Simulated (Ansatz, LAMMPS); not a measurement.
# Glassy 46SiO2-16Al2O3-16BaO-16Li2O-5Sc2O3 (mol %) (121 atoms): a single point

What does DFT give for glassy 46SiO2-16Al2O3-16BaO-16Li2O-5Sc2O3 (mol %) (121 atoms) as built?

Main program and level: Ansatz 0.2.0; Kohn-Sham DFT, PBE, PAW (set soft_2), plane waves.

### 1. The starting structure

The cell holds 121 atoms: 17 Si, 12 Al, 6 Ba, 12 Li, 4 Sc and 70 O. Cell: a = 11.674 Å, b = 11.674 Å, c = 11.674 Å, α = 90.0°, β = 90.0°, γ = 90.0°. 121 atoms (17 Si, 12 Al, 6 Ba, 12 Li, 4 Sc, 70 O) placed at random at 3.16 g/cm³, melted at 4000 K for 10 ps at fixed volume with the Morse and Coulomb pair potential with partial charges (Pedone, Malavasi, Menziani, Cormack and Segre, J. Phys. Chem. B 110, 11780 (2006)). Quenched from 4000 K to 300 K at 10 K/ps and fixed volume, held 10 ps at zero pressure, then minimised at fixed cell.

Limits known from the start: The quench rate of 10 K/ps is many orders above laboratory rates, so the cell is likely richer in defects and strain than a real sample. The starting topology of bonds comes from the classical model, and needn't be the one that DFT or experiment would give. The Brillouin zone is sampled at Γ only, in a cell whose shortest periodic width is 12 Å. No spin–orbit coupling is included, so levels derived from the heavy atoms are approximate.

### 2. How the cell was made

A classical potential supplies the starting structure, since it reaches far longer times than DFT.

This step: classical MD, Morse and Coulomb pair potential with partial charges (Pedone, Malavasi, Menziani, Cormack and Segre, J. Phys. Chem. B 110, 11780 (2006)) (LAMMPS 22 Jul 2025 - Update 4).

File in.lmp:

```
# melt-quench of Si17Al12Ba6Li12Sc4O70
units metal
atom_style charge
boundary p p p
region box block 0 11.6490 0 11.6490 0 11.6490
create_box 6 box
mass 1 28.0850   # Si
mass 2 26.9815   # Al
mass 3 137.3270   # Ba
mass 4 6.9400   # Li
mass 5 44.9559   # Sc
mass 6 15.9990   # O
create_atoms 1 random 17 200049 NULL overlap 1.5 maxtry 2000
create_atoms 2 random 12 200056 NULL overlap 1.5 maxtry 2000
create_atoms 3 random 6 200063 NULL overlap 1.5 maxtry 2000
create_atoms 4 random 12 200070 NULL overlap 1.5 maxtry 2000
create_atoms 5 random 4 200077 NULL overlap 1.5 maxtry 2000
create_atoms 6 random 70 200084 NULL overlap 1.5 maxtry 2000
pair_style hybrid/overlay pedone 5.5 coul/long 8.0
pair_coeff * * coul/long
pair_coeff 1 6 pedone 0.340554 2.006700 2.100000 1   # Si-O
pair_coeff 2 6 pedone 0.361581 1.900442 2.164818 0.9   # Al-O
pair_coeff 3 6 pedone 0.065011 1.547596 3.393410 5   # Ba-O
pair_coeff 4 6 pedone 0.001114 3.429506 2.681360 1   # Li-O
pair_coeff 5 6 pedone 0.000333 3.144445 3.200000 2.6   # Sc-O
pair_coeff 6 6 pedone 0.042395 1.379316 3.618701 22   # O-O
set type 1 charge 2.4
set type 2 charge 1.8
set type 3 charge 1.2
set type 4 charge 0.6
set type 5 charge 1.8
set type 6 charge -1.2
kspace_style pppm 1.0e-4
neigh_modify delay 0 every 1 check yes
# [... 22 lines left out ...]
thermo 1666
fix md all npt temp 300 300 0.2 iso 0 0 2
run 5000 post no
unfix md
thermo 100
min_style cg
minimize 0 1e-3 2000 20000
write_dump all custom glass.dump id type xs ys zs modify sort id
```

On the command line:

```
$ lmp -in in.lmp -log none -nocite
```

Numbers of over 12 decimals in the logs are rounded to 6 here.

Log:

```text
LAMMPS (22 Jul 2025 - Update 4)
Created orthogonal box = (0 0 0) to (11.649 11.649 11.649)
Created 17 atoms
Created 12 atoms
Created 6 atoms
Created 12 atoms
Created 4 atoms
Created 70 atoms
PPPM initialization ...
  G vector (1/distance) = 0.37613258
  grid = 12 12 12
  estimated relative force accuracy = 7.0068951e-05
   Step          Time           Temp          PotEng         Press         Density
         0   0              0             -1.1753463      807404.58      3.1600395
        93   0.186          0             -12.971447     -13666.643      3.1600395
Loop time of 0.126882 s on 1 MPI rank(s) for 93 steps with 121 atoms
Minimization stats:
  Stopping criterion = energy tolerance
  Energy initial, next-to-last, final =
      -1.1753462799436  -12.9701671851121  -12.9714468132582
  Force two-norm initial, final = 338.66629 2.5563718
  Iterations, force evaluations = 93 122
   Step          Time           Temp          PotEng         Press         Density
         0   0              4000          -12.971447      28257.002      3.1600395
       500   1              1940.152      -12.786059      29047.853      3.1600395
      1000   2              1922.4383     -12.771211      24525.131      3.1600395
Loop time of 0.828519 s on 1 MPI rank(s) for 1000 steps with 121 atoms
[... 3 lines left out ...]
      2499   4.998          3981.3167     -12.421152      68264.064      3.1600395
      3332   6.664          3134.6088     -12.419429      44089.446      3.1600395
      4165   8.33           4631.5887     -12.424445      96276.561      3.1600395
      4998   9.996          3826.1729     -12.335246      109854.29      3.1600395
      5831   11.662         3438.0211     -12.442064      86514.394      3.1600395
[... 1 line left out ...]
Loop time of 4.36721 s on 1 MPI rank(s) for 5000 steps with 121 atoms
   Step          Time           Temp          PotEng         Press         Density
[... 12 lines left out ...]
Loop time of 155.838 s on 1 MPI rank(s) for 185000 steps with 121 atoms
   Step          Time           Temp          PotEng         Press         Density
[... 3 lines left out ...]
    194922   389.844        292.20828     -13.050987      2554.5274      3.1598507
    196000   392            277.67886     -13.046914      1961.3489      3.1395735
Loop time of 5.38162 s on 1 MPI rank(s) for 5000 steps with 121 atoms
   Step          Time           Temp          PotEng         Press         Density
    196000   392            277.67886     -13.046913      1961.5804      3.1395735
    196018   392.036        277.67886     -13.088426     -1055.6144      3.1395735
Loop time of 0.0656756 s on 1 MPI rank(s) for 18 steps with 121 atoms
Minimization stats:
  Stopping criterion = linesearch alpha is zero
  Energy initial, next-to-last, final =
     -13.0469132027345  -13.0884257509467  -13.0884257509467
  Force two-norm initial, final = 12.620121 0.36012151
  Iterations, force evaluations = 18 67
```

Run time: 2.8 min. Hardware: 1 thread of Arm Neoverse N1, shared host; peak memory 0.069 GiB.

### 3. Plane-wave single point

One self-consistent run at the given positions yields energy and forces.

File input.yaml:

```yaml
crystal:
  lattice:
    - [11.67426, 0.0, 0.0]
    - [0.0, 11.67426, 0.0]
    - [0.0, 0.0, 11.67426]
  atoms:
    - { symbol: Si, position: [0.53636, 0.64259, 0.8626] }
    - { symbol: Si, position: [0.99322, 0.10316, 0.63574] }
    - { symbol: Si, position: [0.46528, 0.45154, 0.69246] }
    - { symbol: Si, position: [0.66628, 0.64263, 0.42167] }
    - { symbol: Si, position: [0.00871, 0.73153, 0.59876] }
    - { symbol: Si, position: [0.33064, 0.98952, 0.31268] }
    - { symbol: Si, position: [0.4834, 0.47714, 0.06905] }
    - { symbol: Si, position: [0.24933, 0.59567, 0.11026] }
    - { symbol: Si, position: [0.79613, 0.355, 0.93245] }
    - { symbol: Si, position: [0.98911, 0.56208, 0.06238] }
    - { symbol: Si, position: [0.59824, 0.84888, 0.5715] }
    - { symbol: Si, position: [0.02721, 0.25657, 0.86204] }
    - { symbol: Si, position: [0.5182, 0.45955, 0.33079] }
    - { symbol: Si, position: [0.6395, 0.84685, 0.09423] }
    - { symbol: Si, position: [0.02955, 0.06322, 0.06448] }
    - { symbol: Si, position: [0.90262, 0.90139, 0.41018] }
    - { symbol: Si, position: [0.71511, 0.26373, 0.35074] }
    - { symbol: Al, position: [0.47834, 0.21026, 0.99474] }
    - { symbol: Al, position: [0.26776, 0.04811, 0.96663] }
    - { symbol: Al, position: [0.7292, 0.06648, 0.54905] }
    - { symbol: Al, position: [0.42251, 0.84701, 0.7575] }
    - { symbol: Al, position: [0.53077, 0.09238, 0.74351] }
    - { symbol: Al, position: [0.68147, 0.86985, 0.82584] }
    - { symbol: Al, position: [0.17283, 0.94941, 0.76536] }
    - { symbol: Al, position: [0.56941, 0.06197, 0.22341] }
    - { symbol: Al, position: [0.37332, 0.83712, 0.07066] }
    - { symbol: Al, position: [0.95263, 0.39536, 0.27048] }
    - { symbol: Al, position: [0.82987, 0.71065, 0.21966] }
    - { symbol: Al, position: [0.8762, 0.51633, 0.50611] }
    - { symbol: Ba, position: [0.20285, 0.63925, 0.81276] }
    - { symbol: Ba, position: [0.23302, 0.29686, 0.15822] }
    - { symbol: Ba, position: [0.80619, 0.57853, 0.7642] }
    [... 83 atom lines left out ...]
    - { symbol: O, position: [0.22592, 0.60087, 0.24087] }
    - { symbol: O, position: [0.99302, 0.11707, 0.18559] }
    - { symbol: O, position: [0.4037, 0.14261, 0.69329] }
    - { symbol: O, position: [0.59581, 0.9797, 0.53374] }
    - { symbol: O, position: [0.2924, 0.88434, 0.7144] }
    - { symbol: O, position: [0.01757, 0.16301, 0.96739] }
kpoints:
  mp_grid: { grid: [1, 1, 1] }
hamiltonian:
  xc: pbe
scf:
  occupations: { method: fixed }
output:
  forces: true
  stress: true
  populations: true
  dos:
    method: { smearing: { sigma: 0.15 } }
    de: 0.1
    projected: { site_lists: { Al: [Al], Ba: [Ba], Li: [Li], O: [O], Sc: [Sc] } }
  eigenvalues: true
  write_density: true
  write_potential: true
  volumetric_format: npy
```

On the command line:

```
$ ansatz run input.yaml --threads 8 --pin off --max-ram 15872MiB --backend cpu --events-out ev --progress --plain --runs-dir out
```

Log:

```text
Engine: ansatz 0.2.0, aarch64-unknown-linux-gnu
Pseudopotentials: kind: paw
Pseudopotential: Si, paw, valence charge 4, recommended cutoff 420 eV (normal), Si.paw.azcp
Pseudopotential: Al, paw, valence charge 3, recommended cutoff 420 eV (normal), Al.paw.azcp
Pseudopotential: Ba, paw, valence charge 10, recommended cutoff 420 eV (normal), Ba.paw.azcp
Pseudopotential: Li, paw, valence charge 3, recommended cutoff 420 eV (normal), Li.paw.azcp
Pseudopotential: Sc, paw, valence charge 11, recommended cutoff 420 eV (normal), Sc.paw.azcp
Pseudopotential: O, paw, valence charge 6, recommended cutoff 420 eV (normal), O.paw.azcp
[... 5 lines on functional and potentials left out ...]
Crystal: 121 atoms, lattice volume = 1591.066 Å³
Basis set: ecut = 420 eV, 31103 PW (Γ), exchange–correlation on 160×160×160 points (8 copies of the dense FFT grid, shifted against one another)
[...]
atom   7  Si    -0.96678798    -0.33103265     0.88444518
  atom   8  Si     0.21798341     0.12153885     0.34852640
[...]
atom  13  Si     0.79315530    -0.68201886    -0.66015650
  atom  14  Si    -1.14191790     0.69330616     0.27478351
[...]
atom 120  O     -0.54254209    -0.88434501    -1.56178752
  atom 121  O     -0.47267876     0.44195802    -0.15010664
  max |Σ_I F_I| component: 8.14e-5 eV/Å
--- Stress (GPa, compression-positive) ---
        6.258846       0.495976       0.631750
        0.495977       4.694949       0.736829
        0.631758       0.736833       5.755422
  P = ⅓ Tr σ = 5.5697 GPa (55.697 kbar)
--- Band table (eV) ---
  k-point 0: bands = ["-43.5107", "-43.2503", "-43.1605", "-42.9049", [... 437 levels ...], "13.6584", "13.6729", "13.6964", "13.7048", "13.7224", "13.7526", "13.7813", "13.8135", "13.8542", "13.8603", "13.8982", "13.9205"]
--- Löwdin populations: 121 sites ---
  site symbol       q [e]
     0     Si      2.2830
     1     Si      2.3090
     2     Si      2.3723
[...]
120      O      6.8184
  spilling = 0.011119 (of n_electrons = 664.000000)
[key lines of the parts left out:]
SCF converged after 10 iterations
Free energy (F): -103834.732498 eV
Fermi energy:    4.572051 eV
```

Elapsed: 44 s, on 8 threads of Arm Neoverse N1, shared host; peak memory 2.4 GiB.

The column dr2 measures how far the density is from self-consistency, as an energy; F and HF (Harris–Foulkes) agree once it is small.

The run gave:

| Item | Value |
| --- | --- |
| free energy | -103834.7325 eV |
| free energy per atom | -858.1383 eV/atom |
| SCF cycles | 10 |
| pressure | 5.57 GPa |
| r.m.s. force component | 0.8248 eV/Å |
| longest force | 3.225 eV/Å |
| Fermi energy | 4.572 eV |
| gap (highest filled to lowest empty level) | 3.584 eV |
| spilling of the projection | 0.01112 |

Length of the force by element:

```csv
element,coordination,atoms,mean length of the force (eV/Å),spread,least,most
Al,all,12,0.954,0.359,0.345,1.58
Ba,all,6,0.400,0.168,0.202,0.691
Li,all,12,0.527,0.201,0.136,0.873
O,all,70,1.60,0.602,0.368,3.23
Sc,all,4,1.06,0.510,0.304,1.60
Si,all,17,1.04,0.322,0.429,1.61
```

Löwdin charges by element (they lack the spilled electrons, 0.061 e an atom on average):

```csv
element,coordination,atoms,mean charge (e),spread,least,most
Al,all,12,1.25,0.0469,1.17,1.31
Ba,all,6,1.89,0.0205,1.85,1.91
Li,all,12,0.808,0.0218,0.774,0.842
O,all,70,-0.888,0.057,-1.05,-0.801
Sc,all,4,1.28,0.0273,1.24,1.32
Si,all,17,1.67,0.0508,1.59,1.76
```

Density of states as counts of states in windows of 1 eV (from the Fermi level), total and the larger projections:

```csv
from (eV),to (eV),total,O p,Sc d,Ba p
-14,-13,0.0,0.0,0.0,0.0
-13,-12,0.8,0.0,0.0,0.8
-12,-11,25.4,0.5,0.0,24.4
-11,-10,9.9,0.3,0.0,9.3
-10,-9,2.2,1.5,0.0,0.0
-9,-8,8.0,5.4,0.0,0.0
-8,-7,10.6,7.5,0.0,0.0
-7,-6,21.7,16.1,0.1,0.0
-6,-5,26.6,20.3,0.1,0.1
-5,-4,51.0,40.2,0.7,0.1
-4,-3,68.2,57.8,0.9,0.2
-3,-2,82.8,74.6,1.4,0.2
-2,-1,87.3,81.4,1.1,0.2
-1,0,59.6,56.8,0.6,0.1
0,1,2.0,1.9,0.0,0.0
1,3,0.0,0.0,0.0,0.0
3,4,2.1,0.1,0.2,0.0
4,5,28.5,2.1,15.3,0.0
```

With fixed occupations the program's Fermi level is the highest filled level; weight inside the gap is the broadening of levels at its edges.

Between -26 and -14 eV lie 146 more states.

The stored curve holds about 602 of the 664 electrons; the rest, give or take the few that broadening carries across the Fermi level, lie in deeper levels below its range.

Not all projections were asked for or kept, so they needn't add up to the total.

The levels nearest the highest filled one (over half full), pooled over k-points and spins:

```csv
level less the highest filled one (eV),occupation
-0.240,2
-0.213,2
-0.202,2
-0.0974,2
-0.0135,2
0,2
3.58,0
4.21,0
4.23,0
4.38,0
4.49,0
4.50,0
```

Electrostatic potential energy in the bc plane at fractional x = 0.530, with atoms of Si and Al and Li and O within 0.2 Å of it. With pseudopotentials it is smooth inside the atoms' cores, unlike the true potential.

Ten even steps from '0' (-39 eV) to '9' (11 eV), each cell a mean:
```
247886556789999883003889999999974
358864578899999997434457899999985
889710279999999999840004899999998
988731489999999999830004899999878
776667899999999986344347899887202
656766899999988861016889999886101
756766899999976563248999999888767
876668999998665468899999998899999
998889999983116788999999964678999
999999999984127999999999964457899
999988888998889999998889987656888
999987667899999999999889998878898
999886556889999999778999999999999
999987777899988885104899999999999
999998888999873244115999999999999
999999999999730004679999999999999
877889999999840004899999999999999
655678999999875446899999999999998
656568999999998301699999999999998
765679999999998201699999999999998
886226999999988645899999975699999
995003888975675225799999720179999
998546767720154114789999842489999
788986555742377554126999998999987
```
Columns run along b (11.7 Å; values clipped at the 3rd and 97th percentile), rows up along c (11.7 Å). Atoms in or near the plane, at fractional coordinates: Si at (0.64, 0.86), Si at (0.46, 0.33), Al at (0.09, 0.74), Li at (0.01, 0.96), O at (0.50, 0.20), O at (0.16, 0.88), O at (0.57, 0.98), O at (0.79, 0.09), O at (0.94, 0.78), O at (0.57, 0.41), O at (0.55, 0.76), O at (0.12, 0.10).

Valence density in the bc plane at fractional x = 0.530, with atoms of Si and Al and Li and O within 0.2 Å of it. It is the smooth field of the valence electrons, not physical close to the nuclei.

Ten steps, logarithmic in the rise over the least value, from '0' (0.0 e/Å³) to '9' (6.4 e/Å³), each cell a mean:
```
973234322344432358997521111111127
863467643111110136786432210000126
223699863100000013444233321011222
323689852100000123443234321123565
533355431000011247875433321236898
631122210001122469996421111236998
421112110012333467875211112224665
211222111135665444442101244432222
111121111258986422110002467643211
321111111257986311000012467753333
431112222235553210000001345543345
431123443211211011222111122222345
221124444211000124664311122211223
111113333211122247997421111100011
222111111112333357997421010000001
344321000123443235654210000000012
455321000012333334321000000000012
343321100001224666420000000000112
222222100000125899631000000011122
224553210000125899631000123221222
246886421123334676421002467642111
247998532467654344321012689863211
135776433589964334543212578853111
323343223578864357886311345432112
```
Columns run along b (11.7 Å), rows up along c (11.7 Å). Atoms in or near the plane, at fractional coordinates: Si at (0.64, 0.86), Si at (0.46, 0.33), Al at (0.09, 0.74), Li at (0.01, 0.96), O at (0.50, 0.20), O at (0.16, 0.88), O at (0.57, 0.98), O at (0.79, 0.09), O at (0.94, 0.78), O at (0.57, 0.41), O at (0.55, 0.76), O at (0.12, 0.10).

Mean Löwdin charges: Al +1.25, Ba +1.89, Li +0.81, O -0.89, Sc +1.28, Si +1.67 e (they miss 1.1 % of the electrons, so they add up to more than the cell's charge).

### 4. Structure statistics

Bonds and neighbours are counted at the geometry of the runs.

Density 3.14 g/cm³, 13.15 Å³ an atom.

Pair distribution functions g(r), in bins of 0.2 Å:

```csv
r (Å),total,O-O,O-Si,O-Al,O-Li,O-Ba,O-Sc
1.50,0.97,0.00,6.00,0.00,0.00,0.00,0.00
1.70,2.46,0.00,8.00,10.13,0.00,0.00,0.00
1.90,0.68,0.00,0.00,2.12,3.75,0.00,0.00
2.10,0.87,0.00,0.00,0.00,4.14,0.00,9.88
2.30,0.07,0.00,0.00,0.00,0.29,0.00,0.46
2.50,0.65,1.62,0.00,0.00,0.24,0.00,0.00
2.70,1.47,3.58,0.07,0.10,0.41,1.65,0.00
2.90,1.19,1.72,0.06,0.18,0.71,3.06,0.00
3.10,0.98,0.99,0.22,0.24,0.93,1.88,0.24
3.30,0.92,0.78,0.49,0.91,0.75,1.68,0.20
3.50,0.99,0.87,0.86,0.99,0.74,0.73,0.54
3.70,1.07,0.53,1.71,1.87,1.15,0.77,1.32
3.90,1.14,0.76,1.85,1.54,1.49,0.70,1.48
4.10,1.07,0.80,1.39,1.83,1.17,0.88,1.48
4.30,1.14,0.64,1.62,1.83,1.92,0.48,0.97
4.50,0.89,0.66,1.03,0.98,1.65,0.37,2.11
4.70,0.91,1.09,0.82,0.68,0.27,1.16,1.23
4.90,0.98,1.27,0.73,0.66,0.69,1.58,0.57
5.10,0.98,1.42,0.62,0.41,0.75,1.56,0.35
5.30,1.01,1.37,0.72,0.65,0.86,0.96,0.56
5.50,1.06,1.17,0.88,1.07,0.80,0.95,0.75
5.70,1.06,1.18,1.00,1.16,0.79,0.98,0.91
```

A closer look about O116, which bears the longest force: 10 atoms, nearest first, numbered in the order of the input, with positions taken from that point.

```csv
atom,x,y,z,distance (Å),Löwdin charge (e),Fx,Fy,Fz (eV/Å)
O116,0.00,0.00,0.00,0.00,-1.02,-0.62,-0.15,3.16
Si8,0.27,-0.06,-1.52,1.55,1.62,0.22,0.12,0.35
O105,-1.11,-0.48,-2.26,2.56,-0.84,0.26,-0.54,-1.44
O102,0.69,1.37,-2.07,2.58,-0.89,-0.31,0.88,-1.17
Ba34,-0.37,-1.00,2.43,2.65,1.85,0.00,0.30,-0.62
O100,1.39,-1.18,-1.93,2.65,-0.84,-0.34,-1.16,-0.71
Ba35,-1.33,2.60,-0.27,2.93,1.91,-0.06,0.17,0.09
O112,-3.20,0.59,-0.93,3.39,-0.89,0.26,0.99,0.82
O64,2.05,-2.39,1.25,3.39,-1.01,-2.13,-0.73,0.80
Si10,-2.76,-0.45,-2.08,3.49,1.69,-0.02,0.06,0.69
```

### 5. What came out

```json
{
  "free energy per atom": "-858.1383 eV/atom",
  "pressure": "5.57 GPa",
  "r.m.s. force component": "0.8248 eV/Å",
  "gap (highest filled to lowest empty level)": "3.584 eV",
  "wall time of the 1 DFT run": "44 s"
}
```

In words: The highest filled and lowest empty levels differ by 3.58 eV (at Γ alone); a semilocal functional tends to put such gaps too low. In a disordered cell it changes from sample to sample, and tail or defect levels can set it.

**Limits.** The geometry was minimised with a classical potential after classical dynamics and isn't relaxed at this level: its force components are 0.82 eV/Å r.m.s. The pressure of 5.6 GPa belongs to a cell and atoms that aren't relaxed at this level.

[Logs are printed without paths, hosts, clocks, repeated set-up lines and the standing remarks that a program may print on its own settings, such as how far it seeks lower states.]

[Hosts, paths, dates, database ids (printed as entryN), source tags and the programs' standing remarks are cut or masked in the printed files.]
